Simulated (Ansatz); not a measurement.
## BiP (model cell, started as NiAs type): the cell at rest

Aim: bring BiP (model cell, started as NiAs type) to small forces and stress, as phonons need.

Calculated with Ansatz 0.2.0; DFT PBEsol, scalar-relativistic, plane waves, norm-conserving pseudopotentials.

The structure was built from a prototype and need not be the compound's stable phase.

**1. The starting structure**

Symmetry: P6_3/mmc, No. 194, hexagonal system. The conventional cell has a = 4.088 Å, b = 4.088 Å, c = 6.541 Å, α = 90.00°, β = 90.00°, γ = 120.00°. Nearest to Bi lie 6 P at 2.87 Å. Nearest to P lie 6 Bi at 2.87 Å. Farther neighbours are not listed.

**2. A coarse first look**

A quick single point on a coarse mesh tells whether the cell has a gap and how far it is from rest, which sets the k mesh and smearing that follow.

The input, input.yaml:

```yaml
crystal:
  lattice:
    - [4.08793, 0.0, 0.0]
    - [-2.04396, 3.54025, 0.0]
    - [0.0, 0.0, 6.54068]
  atoms:
    - { symbol: Bi, position: [0.0, 0.0, 0.0] }
    - { symbol: Bi, position: [0.0, 0.0, 0.5] }
    - { symbol: P, position: [0.333333, 0.666667, 0.25] }
    - { symbol: P, position: [0.666667, 0.333333, 0.75] }
kpoints:
  mp_grid: { grid: [6, 6, 4] }
hamiltonian:
  xc: pbesol
  pseudopotentials: { kind: nc }
scf:
  occupations: { method: gaussian, width: 0.1 }
output:
  forces: true
  stress: true
  eigenvalues: true
```

Command:

```bash
$ ansatz run input.yaml --threads 4 --pin off --max-ram 7168MiB --backend cpu --events-out ev --progress --plain --runs-dir out
```

Numbers of over 12 decimals in the logs are rounded to 6 here.

Output:

```text
[...]
--- Band table (eV; the first three rows and the last of 21) ---
  k-point 0: bands = [... 16 lower, 9.3704, 9.7712, 9.7712, 9.8056, 11.5706, 12.4709, 12.4709, 12.9749]
  k-point 1: bands = [... 16 lower, 9.2780, 9.5672, 9.5672, 9.5825, 12.0160, 12.3794, 12.3794, 12.7723]
  k-point 2: bands = [... 16 lower, 9.0669, 9.0669, 9.3011, 9.3011, 12.4530, 12.4530, 12.4530, 12.4530]
  k-point 20: bands = [... 16 lower, 8.3771, 8.3771, 9.6776, 9.6776, 10.8777, 10.8777, 14.1363, 14.1363]
[key lines of the parts left out:]
SCF converged after 7 iterations
Free energy (F): -4821.011666 eV
Fermi energy:    10.910096 eV
P = ⅓ Tr σ = 4.6800 GPa (46.800 kbar)
```

Elapsed: 1.3 s, on 4 threads of Arm Neoverse V2, shared host; peak memory 0.53 GiB; 5 s of CPU time.

Numbers from this step:

| Item | Value |
| --- | --- |
| pressure | 4.680 GPa |
| volume per atom | 23.66 Å³ |
| gap on the k-mesh | 0 eV |

The coarse mesh shows no gap and a pressure of 4.7 GPa.

**3. Bringing the structure to rest**

The cell and atoms are relaxed, since residual forces and stress would shift the frequencies.

Edit input.yaml of step 2 so:

```diff
@@ -11,3 +11,3 @@
 kpoints:
-  mp_grid: { grid: [6, 6, 4] }
+  mp_grid: { grid: [12, 12, 8] }
 hamiltonian:
@@ -21 +21,10 @@
   eigenvalues: true
+  write_density: true
+  write_potential: true
+  elf: true
+  volumetric_format: npy
+relax:
+  adjacent_minimum: "off"
+  f_tol: 0.005
+  max_steps: 80
+  cell: { stress_tol: 0.05 }
```

Output:

```text
[...]
Crystal: 4 atoms, lattice volume = 94.659 Å³
Basis set: ecut = 897.975746 eV, 5755 PW (Γ), exchange–correlation on 80×80×128 points (8 copies of the dense FFT grid, shifted against one another)
Bands: 24, of which v1, the nominal top of the filled ones, is band 20 counted from 1 (19 counted from 0)
Symmetry: 24 space group operations
[...]
k-points: 95 of 1152
[...]
SCF iter   1: F=—  HF=-4821.410697 eV  |F-HF|=—  |Δ(HF+E_count)|=         —  Δρ=2.93e-2  dr2=1.59e0  ethr=3.10e-3  ⟨swp⟩=6.2  Hψ=10667  notcnv=0
[...]
SCF iter   7: F=-4820.979027 eV  HF=-4820.979027 eV  |F-HF|=1.46e-8  |Δ(HF+E_count)|=   5.74e-7  Δρ=8.20e-6  dr2=6.32e-8  ethr=2.50e-10  ⟨swp⟩=9.7  Hψ=20016  notcnv=0
SCF 1 converged in 7 iterations: F = -4820.979027 eV  dr2 = 6.32e-8
relax step   1: F+E_penalty+E_count = -4820.97902678 eV  Δ(F+E_penalty+E_count) = +0.000e0 eV  max|allowed force component| = 2.591e-16 eV/Å  Δτ_max = 0.0000 Å  P = +4.866 GPa  Ω = 94.659 Å³  (7 SCF iters, dr2 threshold 1.00e-7 eV, accepted)
Crystal: 4 atoms, lattice volume = 99.950 Å³
Basis set: ecut = 897.975746 eV, 6039 PW (Γ), exchange–correlation on 80×80×128 points (8 copies of the dense FFT grid, shifted against one another)
[...]
iter 1 solved again at ethr=1.78e-5 eV; its pass at ethr=3.10e-3 eV (dr2=7.13e-3 eV) is discarded
[...]
SCF iter   6: F=-4821.173207 eV  HF=-4821.173207 eV  |F-HF|=1.23e-9  |Δ(HF+E_count)|=   2.47e-7  Δρ=3.64e-6  dr2=1.66e-8  ethr=1.00e-9  ⟨swp⟩=11.9  Hψ=19286  notcnv=0
SCF 2 converged in 6 iterations: F = -4821.173207 eV  dr2 = 1.66e-8
relax step   2: F+E_penalty+E_count = -4821.17320698 eV  Δ(F+E_penalty+E_count) = -1.942e-1 eV  max|allowed force component| = 1.203e-16 eV/Å  Δτ_max = 0.0000 Å  P = -0.373 GPa  Ω = 99.950 Å³  energy of the carried Pulay correction = -1.009e-3 eV  (6 SCF iters, dr2 threshold 4.00e-7 eV, accepted)
Crystal: 4 atoms, lattice volume = 98.583 Å³
Basis set: ecut = 897.975746 eV, 5999 PW (Γ), exchange–correlation on 80×80×128 points (8 copies of the dense FFT grid, shifted against one another)
[...]
SCF iter   5: F=-4821.243971 eV  HF=-4821.243971 eV  |F-HF|=5.57e-8  |Δ(HF+E_count)|=   5.43e-7  Δρ=7.52e-6  dr2=5.42e-8  ethr=1.00e-9  ⟨swp⟩=12.4  Hψ=20135  notcnv=0
SCF 3 converged in 5 iterations: F = -4821.243971 eV  dr2 = 5.42e-8
relax step   3: F+E_penalty+E_count = -4821.24397120 eV  Δ(F+E_penalty+E_count) = -7.076e-2 eV  max|allowed force component| = 2.128e-16 eV/Å  Δτ_max = 0.0000 Å  P = -0.388 GPa  Ω = 98.583 Å³  energy of the carried Pulay correction = -7.508e-4 eV  (5 SCF iters, dr2 threshold 4.00e-7 eV, accepted)
[...]
relax step   4: F+E_penalty+E_count = -4821.24583963 eV  Δ(F+E_penalty+E_count) = -1.868e-3 eV  max|allowed force component| = 2.683e-16 eV/Å  Δτ_max = 0.0000 Å  P = -0.048 GPa  Ω = 97.936 Å³  energy of the carried Pulay correction = -6.283e-4 eV  (4 SCF iters, dr2 threshold 4.00e-7 eV, accepted)
[...]
relax step   5: F+E_penalty+E_count = -4821.24590487 eV  Δ(F+E_penalty+E_count) = -6.525e-5 eV  max|allowed force component| = 1.665e-16 eV/Å  Δτ_max = 0.0000 Å  P = +0.002 GPa  Ω = 97.830 Å³  energy of the carried Pulay correction = -6.080e-4 eV  (4 SCF iters, dr2 threshold 1.42e-8 eV, accepted)
[...]
relax step   6: F+E_penalty+E_count = -4821.25243640 eV  Δ(F+E_penalty+E_count) = -6.532e-3 eV  max|allowed force component| = 1.665e-16 eV/Å  Δτ_max = 0.0000 Å  P = +0.141 GPa  Ω = 97.830 Å³  stress off target by 3.72e-1 GPa  SCF on the basis re-selected at this cell (its energy is not comparable with the rows above)  (5 SCF iters)
[...]
relax step   7: F+E_penalty+E_count = -4821.25283594 eV  Δ(F+E_penalty+E_count) = -3.995e-4 eV  max|allowed force component| = 1.480e-16 eV/Å  Δτ_max = 0.0000 Å  P = +0.039 GPa  Ω = 97.848 Å³  energy of the carried Pulay correction = -3.910e-6 eV  (4 SCF iters, dr2 threshold 3.46e-7 eV, accepted)
[...]
relax step   8: F+E_penalty+E_count = -4821.25284535 eV  Δ(F+E_penalty+E_count) = -9.410e-6 eV  max|allowed force component| = 2.822e-16 eV/Å  Δτ_max = 0.0000 Å  P = +0.000 GPa  Ω = 97.875 Å³  energy of the carried Pulay correction = -9.217e-6 eV  (4 SCF iters, dr2 threshold 1.57e-8 eV, accepted)
[...]
SCF iter   1: F=—  HF=-4821.252749 eV  |F-HF|=—  |Δ(HF+E_count)|=         —  Δρ=9.04e-6  dr2=7.54e-9  ethr=1.64e-7  ⟨swp⟩=4.5  Hψ=19058  notcnv=0
eigensolver tolerance schedule: the retry pair's looser diagonalisation over-reported the residual by 8703.00 of it (diagonalisation noise at 0.85 of the residual, at the tolerance the schedule requests for it); recorded, not acted on — ethr = c·dr2/N_el stays at c = 1.0e-1
SCF iter   2: F=—  HF=-4821.252861 eV  |F-HF|=—  |Δ(HF+E_count)|=   1.12e-4  Δρ=4.58e-6  dr2=2.14e-9  ethr=1.88e-11  ⟨swp⟩=4.1  Hψ=6669  notcnv=0
[...]
SCF iter   5: F=-4821.252861 eV  HF=-4821.252861 eV  |F-HF|=9.09e-13  |Δ(HF+E_count)|=  1.36e-11  Δρ=5.66e-8  dr2=1.51e-12  ethr=1.00e-12  ⟨swp⟩=6.9  Hψ=11463  notcnv=0
SCF 9 converged in 5 iterations: F = -4821.252861 eV  dr2 = 1.51e-12
relax step   9: F+E_penalty+E_count = -4821.25286112 eV  Δ(F+E_penalty+E_count) = -1.577e-5 eV  max|allowed force component| = 3.308e-16 eV/Å  Δτ_max = 0.0000 Å  P = +0.000 GPa  Ω = 97.875 Å³  stress off target by 1.99e-3 GPa  SCF on the basis re-selected at this cell (its energy is not comparable with the rows above)  (5 SCF iters)
[...]
SCF converged after 5 iterations
Free energy (F): -4821.252861 eV
[...]
Internal energy: -4821.245199 eV  (E = F + TS)
E sigma→0 (E₀):  -4821.249030 eV
Entropy (-TS):   -0.007662 eV (-1.916 meV/atom)
Fermi energy:    10.338274 eV
[...]
--- Stress (GPa, compression-positive) ---
       -0.000730       0.000000       0.000000
        0.000000      -0.000730       0.000000
        0.000000       0.000000       0.001987
  P = ⅓ Tr σ = 0.0002 GPa (0.002 kbar)
--- Band table (eV; the first three rows and the last of 95) ---
  k-point 0: bands = [... 16 lower, 8.7046, 9.7968, 9.7968, 10.4499, 11.3386, 12.1830, 12.1830, 12.8016]
  k-point 1: bands = [... 16 lower, 8.7398, 9.7476, 9.7476, 10.2729, 11.5309, 12.1906, 12.1906, 12.7628]
  k-point 2: bands = [... 16 lower, 8.8423, 9.6112, 9.6112, 9.9273, 11.9222, 12.2215, 12.2215, 12.6604]
  k-point 94: bands = [... 16 lower, 7.4282, 7.4282, 8.8275, 8.8275, 9.7709, 9.7709, 14.2512, 14.2512]
--- Relaxed structure (7 steps of the walk, 7 accepted, 2 SCFs on fresh bases) ---
  F+E_penalty+E_count = -4821.25286112 eV   max|allowed force component| = 3.308e-16 eV/Å   (the final SCF, on the basis selected at the relaxed cell)
  cell:  # Å, volume = 97.8754 Å³
    - [3.969362, -2.8030233914962918e-6, 5.118854637826365e-18]
    - [-1.984679, 3.437570, -2.559424188444015e-18]
    - [8.190158824504986e-18, 0, 7.173010]
  atoms:
    - { symbol: Bi, position: [0, 0, 0] }
    - { symbol: Bi, position: [0, 0, 0.500000] }
    - { symbol: P, position: [0.333333, 0.666667, 0.250000] }
    - { symbol: P, position: [0.666667, 0.333333, 0.750000] }
```

The job ended after 61 s (4 threads; peak memory 0.83 GiB).

The steps of the relaxation:

```csv
step,energy less that of the first step (eV),largest force component (eV/Å),pressure (GPa),volume (Å³)
1,0.0000,0.0000,4.87,94.66
2,-0.1942,0.0000,-0.37,99.95
3,-0.2649,0.0000,-0.39,98.58
4,-0.2668,0.0000,-0.05,97.94
5,-0.2669,0.0000,0.00,97.83
6*,-0.2734,0.0000,0.14,97.83
7,-0.2738,0.0000,0.04,97.85
8,-0.2738,0.0000,0.00,97.88
9*,-0.2738,0.0000,0.00,97.88
```

Relaxation steps marked * repeat the geometry before them on a plane-wave basis chosen anew for their cell, so energy and pressure can jump there.

The run keeps the 24 symmetry operations that it works with, so distortions that break them were not tested.

```csv
"conventional cell, symmetrised",before,after,change
a (Å),4.088,3.969,-2.9 %
b (Å),4.088,3.969,-2.9 %
c (Å),6.541,7.173,+9.7 %
volume (Å³/atom),23.66,24.47,+3.4 %
```

This step gave:

- pressure: 1.76e-4 GPa
- volume per atom: 24.47 Å³

Electrostatic potential energy in the ac plane at fractional y = 0.000, with atoms of Bi within 0.2 Å of it. With pseudopotentials it is smooth inside the atoms' cores, unlike the true potential.

Values in eV, 24 rows by 14 columns, each cell a mean:
```
-71 -64 -38 -12   3  10  12  12  12   8   0 -19 -48 -67
-53 -43 -23  -4   6  11  12  12  12   9   4  -9 -30 -47
-18 -13  -3   5   9  11  12  12  12  11   8   3  -7 -15
  0   2   6   9  11  12  11  11  12  11  11   8   5   2
  9  10  11  12  12  11  10  10  10  11  12  11  10   9
 11  11  12  12  12  11  10   9  10  11  12  12  12  11
 10  10  11  12  12  11  10  10  10  11  12  12  11  10
  5   6   8  10  11  11  11  11  11  11  11  10   8   6
-12  -8   0   6  10  12  12  12  12  11   9   5  -3 -10
-38 -30 -14   0   7  11  12  12  12  10   6  -4 -20 -33
-70 -60 -34 -11   4  10  12  12  12   9   1 -17 -44 -64
-71 -70 -43 -15   2  10  12  12  12   8  -1 -23 -55 -71
-71 -64 -38 -12   3  10  12  12  12   8   0 -19 -48 -67
-53 -43 -23  -4   6  11  12  12  12   9   4  -9 -30 -47
-18 -13  -3   5   9  11  12  12  12  11   8   3  -7 -15
  0   2   6   9  11  12  11  11  12  11  11   8   5   2
  9  10  11  12  12  11  10  10  10  11  12  11  10   9
 11  11  12  12  12  11  10   9  10  11  12  12  12  11
 10  10  11  12  12  11  10  10  10  11  12  12  11  10
  5   6   8  10  11  11  11  11  11  11  11  10   8   6
-12  -8   0   6  10  12  12  12  12  11   9   5  -3 -10
-38 -30 -14   0   7  11  12  12  12  10   6  -4 -20 -33
-70 -60 -34 -11   4  10  12  12  12   9   1 -17 -44 -64
-71 -70 -43 -15   2  10  12  12  12   8  -1 -23 -55 -71
```
Columns run along a (4.0 Å; values clipped at the 3rd and 97th percentile), rows up along c (7.2 Å). Atoms in or near the plane, at fractional coordinates: Bi at (0.00, 0.00), Bi at (0.00, 0.50).

Valence density in the ac plane at fractional y = 0.000, with atoms of Bi within 0.2 Å of it. It is the smooth field of the valence electrons, not physical close to the nuclei.

Ten even steps from '_' (0.1 e/Å³) to '@' (5.4 e/Å³), each cell a mean:
```
++@@**..______________::%%%%
@@##--..______________..==##
::..____________________....
____________________________
____________________________
____________________________
____________________________
____________________________
....______________________..
**==..________________..::++
%%@@++..______________::##@@
..%%##::______________--@@++
++@@**..______________::%%%%
@@##--..______________..==##
::..____________________....
____________________________
____________________________
____________________________
____________________________
____________________________
....______________________..
**==..________________..::++
%%@@++..______________::##@@
..%%##::______________--@@++
```
Columns run along a (4.0 Å), rows up along c (7.2 Å). Atoms in or near the plane, at fractional coordinates: Bi at (0.00, 0.00), Bi at (0.00, 0.50).

ELF in the ac plane at fractional y = 0.000, with atoms of Bi within 0.2 Å of it. It is the smooth field of the valence electrons, not physical close to the nuclei.

Ten even steps from '0' (0.02) to '9' (0.71), each cell a mean:
```
03654311234552
56544322234455
54444455444445
44434677754344
22235899975322
11236899985311
12235899975322
33334788864333
44444455544444
65544333334456
14544321234553
01554311234550
03654311234552
56544322234455
54444455444445
44434677754344
22235899975322
11236899985311
12235899975322
33334788864333
44444455544444
65544333334456
14544321234553
01554311234550
```
Columns run along a (4.0 Å), rows up along c (7.2 Å). Atoms in or near the plane, at fractional coordinates: Bi at (0.00, 0.00), Bi at (0.00, 0.50).

In this step the volume went from 23.66 to 24.47 Å³/atom.

**4. Relaxing to small forces for the phonons**

Phonons need a cell at rest on their own settings, so the relaxation is repeated with tight tolerances on forces and stress, using the mesh and the filling of the phonon run that follows.

The input, input.yaml:

```yaml
crystal:
  lattice:
    - [3.9693621138, -2.803e-06, 0.0]
    - [-1.9846786294, 3.4375698289, 0.0]
    - [0.0, 0.0, 7.1730096384]
  atoms:
    - { symbol: Bi, position: [0.0, 0.0, 0.0] }
    - { symbol: Bi, position: [0.0, 0.0, 0.5] }
    - { symbol: P, position: [0.3333333333, 0.6666666667, 0.25] }
    - { symbol: P, position: [0.6666666667, 0.3333333333, 0.75] }
kpoints:
  mp_grid: { grid: [12, 12, 8] }
hamiltonian:
  xc: pbesol
  pseudopotentials: { kind: nc }
scf:
  occupations: { method: methfessel_paxton, width: 0.2 }
output:
  forces: true
  stress: true
  eigenvalues: true
relax:
  adjacent_minimum: "off"
  f_tol: 0.001
  max_steps: 60
  cell: { stress_tol: 0.01 }
```

Output:

```text
[...]
Crystal: 4 atoms, lattice volume = 97.875 Å³
Basis set: ecut = 897.975746 eV, 5939 PW (Γ), exchange–correlation on 80×80×144 points (8 copies of the dense FFT grid, shifted against one another)
Bands: 24, of which v1, the nominal top of the filled ones, is band 20 counted from 1 (19 counted from 0)
[... 1 set-up line as in the run before ...]
[...]
k-points: 95 of 1152
[...]
--- Relaxed structure (2 steps of the walk, 2 accepted, 1 SCFs on fresh bases) ---
[...]
cell:  # Å, volume = 97.8590 Å³
    - [3.968143, -2.802156762087694e-6, 0.0]
    - [-1.984069, 3.436514, 0.0]
    - [0.0, 0.0, 7.176217]
  atoms:
    - { symbol: Bi, position: [0, 0, 0.0] }
    - { symbol: Bi, position: [0, 0, 0.5] }
    - { symbol: P, position: [0.333333, 0.666667, 0.25] }
    - { symbol: P, position: [0.666667, 0.333333, 0.75] }
[key lines of the parts left out:]
SCF converged after 5 iterations
Free energy (F): -4821.249745 eV
Fermi energy:    10.339200 eV
P = ⅓ Tr σ = -0.0040 GPa (-0.040 kbar)
```

Wall time 21 s (4 threads); peak memory 0.83 GiB.

Little changed from the start: no atom moved by 0.005 Å and no cell edge by 0.1 %.

Numbers from this step:

| Quantity | Value |
| --- | --- |
| pressure | -0.003990 GPa |
| volume per atom | 24.46 Å³ |

The forces vanish by symmetry and the pressure is -0.004 GPa, within the tolerances set. The cell now holds 24.46 Å³/atom.

**5. Outcome**

```yaml
space_group_after_relaxation_within_0p01_a: P6_3/mmc
lattice_constant_a: 3.968 Å
lattice_constant_b: 3.968 Å
lattice_constant_c: 7.176 Å
volume_per_atom: 24.5 Å³
```

What this shows: The forces vanish by symmetry and the pressure is -0.004 GPa, within the tolerances set. The cell now holds 24.46 Å³/atom. The relaxation keeps the symmetry of its start, so it says nothing on stability against lower symmetry. Spin-orbit coupling is left out, which can matter for the heavy elements here. The starting cell was built on a prototype and not taken from a measurement, so the phase need not exist.

[Logs are printed without paths, hosts, clocks, repeated set-up lines and the standing remarks that a program may print on its own settings, such as how far it seeks lower states.]

[Hosts, paths, dates, database ids (printed as entryN), source tags and the programs' standing remarks are cut or masked in the printed files.]
